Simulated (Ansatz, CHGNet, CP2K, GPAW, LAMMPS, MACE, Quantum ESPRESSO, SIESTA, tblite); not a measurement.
# From one method to another: forces in amorphous Ge (61 atoms)

61 atoms (61 Ge) placed at random at 5.25 g/cm³, melted at 3500 K for 10 ps at fixed volume with the Tersoff potential (Tersoff, Phys. Rev. B 39, 5566 (1989)). Quenched from 3500 K to 500 K at 3 K/ps and fixed volume, held 5 ps.

Two calculations on one geometry. First: Kohn-Sham DFT, PBE, SSSP efficiency 1.3.0 pseudopotentials, plane waves; sssp-1.3.0-efficiency; 45/360 Ry; levels smeared at 580 K (Quantum ESPRESSO 7.5; sssp-pbe-1.3.0-efficiency, cutoffs 45/360 Ry, Γ point). Second: Kohn-Sham DFT, PBE+D3(BJ), SSSP efficiency 1.3.0 pseudopotentials, plane waves; sssp-1.3.0-efficiency; 45/360 Ry; levels smeared at 580 K (Quantum ESPRESSO 7.5; Γ point).

Cell vectors (Å):

```
11.188 0.000 0.000
0.000 11.188 0.000
0.000 0.000 11.188
```

Atom, position (Å) and force of the first calculation (eV/Å):

```
1 Ge 5.874 6.357 2.452 -0.219 0.556 0.901
2 Ge 0.627 6.305 1.507 -0.826 -0.201 -0.781
3 Ge 8.071 0.913 5.154 0.834 0.045 0.860
4 Ge 2.570 5.100 0.094 0.737 -0.478 -0.690
5 Ge 5.061 8.141 6.039 0.563 -0.290 0.289
6 Ge 4.035 5.430 3.666 -0.002 -1.152 0.563
7 Ge 4.782 5.696 6.022 1.210 0.778 -0.801
8 Ge 11.030 11.169 7.457 -0.427 -0.067 -0.827
9 Ge 8.199 4.700 8.400 0.141 0.355 0.232
10 Ge 3.678 2.990 0.907 0.356 1.030 0.792
11 Ge 10.487 3.549 8.982 -0.687 -0.263 -1.418
12 Ge 5.832 2.485 11.059 0.136 -0.570 -0.120
13 Ge 0.700 7.261 10.154 -0.263 0.230 0.212
14 Ge 2.138 6.898 3.361 -0.151 0.777 0.460
15 Ge 0.082 2.332 6.918 0.756 0.020 1.335
16 Ge 2.713 10.530 4.315 0.235 1.141 -0.455
17 Ge 2.854 5.119 7.139 -1.721 -0.709 0.985
18 Ge 3.309 3.098 3.352 -1.101 1.355 -1.239
19 Ge 7.547 1.910 1.548 0.070 -0.003 -0.243
20 Ge 8.424 7.192 7.864 0.251 -1.195 -0.086
21 Ge 5.805 9.744 2.577 -0.074 0.455 -1.155
22 Ge 4.709 8.103 9.954 -0.042 -0.084 -0.688
23 Ge 1.090 5.114 9.073 1.269 0.260 0.386
24 Ge 8.684 4.773 4.822 -0.771 -0.654 -0.790
25 Ge 2.019 10.367 0.654 0.706 -0.212 0.019
26 Ge 3.432 1.134 8.788 -0.797 -0.287 -0.132
27 Ge 5.650 0.347 9.646 0.241 0.880 0.013
28 Ge 6.761 4.311 6.384 0.728 -0.053 -0.552
29 Ge 2.242 1.507 11.016 -1.070 -1.025 -1.171
30 Ge 6.761 8.092 4.048 -0.473 -0.302 0.233
31 Ge 10.015 8.174 1.966 0.176 -0.501 -0.180
32 Ge 9.917 2.667 5.028 0.080 0.476 -0.838
33 Ge 8.445 4.141 2.199 0.928 -0.262 0.954
34 Ge 1.272 6.953 5.815 -0.257 -0.373 -0.406
35 Ge 2.696 8.984 6.026 -0.095 -0.191 1.345
36 Ge 2.013 10.383 7.980 1.035 -0.252 0.051
37 Ge 0.660 2.697 3.371 0.442 -0.625 0.933
38 Ge 9.954 10.559 5.161 0.281 -0.682 0.955
39 Ge 6.562 8.703 7.996 -0.976 0.757 -0.524
40 Ge 4.063 1.485 4.802 0.386 -1.443 0.979
41 Ge 4.097 7.107 0.935 -0.375 -0.179 -0.006
42 Ge 8.339 7.924 0.190 -0.303 0.350 0.810
43 Ge 11.014 10.335 1.593 -0.486 0.071 -0.522
44 Ge 6.047 1.956 6.294 -0.066 -0.178 0.243
45 Ge 6.437 0.822 3.454 -1.090 -0.254 -0.848
46 Ge 10.973 2.275 10.961 0.930 0.214 0.117
47 Ge 0.521 0.143 3.649 0.063 1.015 -0.229
48 Ge 6.432 9.625 11.122 -0.103 0.063 1.208
49 Ge 9.741 8.294 9.510 0.700 0.061 -0.153
50 Ge 7.341 0.104 7.769 -0.412 -0.632 0.302
51 Ge 9.385 10.705 9.141 -0.455 0.005 0.461
52 Ge 3.370 9.075 2.468 -0.127 0.271 -0.764
53 Ge 10.815 3.924 1.596 -0.088 0.990 -0.403
54 Ge 9.375 0.526 0.218 -0.411 -0.130 0.596
55 Ge 7.386 5.772 0.804 0.207 -0.546 -1.393
56 Ge 9.797 6.627 5.940 0.910 0.624 -0.317
57 Ge 2.668 2.592 6.763 -0.177 0.271 0.293
58 Ge 4.272 5.664 9.381 -0.135 0.492 0.195
59 Ge 9.222 8.395 4.201 -0.242 -0.023 0.583
60 Ge 2.410 8.964 9.893 -0.136 0.019 -0.140
61 Ge 6.394 4.571 10.029 0.186 0.258 0.563
```

Q: Give the forces of the second method.

Atom and force (eV/Å):

```
1 -0.231 0.540 0.892
2 -0.817 -0.200 -0.779
3 0.843 0.038 0.854
4 0.750 -0.476 -0.682
5 0.553 -0.284 0.292
6 0.012 -1.156 0.549
7 1.227 0.770 -0.800
8 -0.421 -0.077 -0.815
9 0.121 0.347 0.256
10 0.351 1.035 0.794
11 -0.676 -0.266 -1.404
12 0.134 -0.557 -0.119
13 -0.263 0.238 0.208
14 -0.120 0.775 0.349
15 0.730 0.014 1.329
16 0.230 1.142 -0.458
17 -1.616 -0.804 1.070
18 -1.063 1.365 -1.249
19 0.058 0.004 -0.222
20 0.249 -1.178 -0.077
21 -0.081 0.458 -1.134
22 -0.077 -0.108 -0.664
23 1.262 0.263 0.402
24 -0.773 -0.649 -0.784
25 0.709 -0.219 0.019
26 -0.788 -0.291 -0.121
27 0.234 0.887 0.018
28 0.700 -0.056 -0.561
29 -1.078 -1.023 -1.158
30 -0.467 -0.301 0.219
31 0.178 -0.499 -0.177
32 0.077 0.472 -0.823
33 0.920 -0.253 0.925
34 -0.283 -0.281 -0.403
35 -0.063 -0.136 1.352
36 1.026 -0.267 0.053
37 0.423 -0.615 0.922
38 0.280 -0.691 0.951
39 -0.964 0.713 -0.570
40 0.385 -1.456 0.964
41 -0.376 -0.184 -0.006
42 -0.301 0.336 0.813
43 -0.478 0.063 -0.518
44 -0.063 -0.167 0.257
45 -1.073 -0.260 -0.864
46 0.935 0.216 0.112
47 0.064 0.998 -0.231
48 -0.103 0.064 1.220
49 0.713 0.057 -0.149
50 -0.395 -0.600 0.297
51 -0.437 0.008 0.458
52 -0.136 0.266 -0.774
53 -0.080 0.998 -0.407
54 -0.393 -0.143 0.588
55 0.205 -0.533 -1.393
56 0.773 0.605 -0.303
57 -0.187 0.291 0.294
58 -0.125 0.496 0.198
59 -0.250 -0.006 0.565
60 -0.139 0.009 -0.136
61 0.176 0.265 0.560
```

The two sets differ by 23.2 meV/Å r.m.s., 3.6 % of the r.m.s. force of the Quantum ESPRESSO run. The network of bonds at the start is that of the classical potential that made the cell, and needn't be the one that DFT or experiment would give. The electronic-structure runs sample only Γ, in a cell whose shortest periodic width is 11 Å, which is coarse for a cell with partly filled levels.

[Logs are printed without paths, hosts, clocks, repeated set-up lines and the standing remarks that a program may print on its own settings, such as how far it seeks lower states.]

[Hosts, paths, dates, database ids (printed as entryN), source tags and the programs' standing remarks are cut or masked in the printed files.]
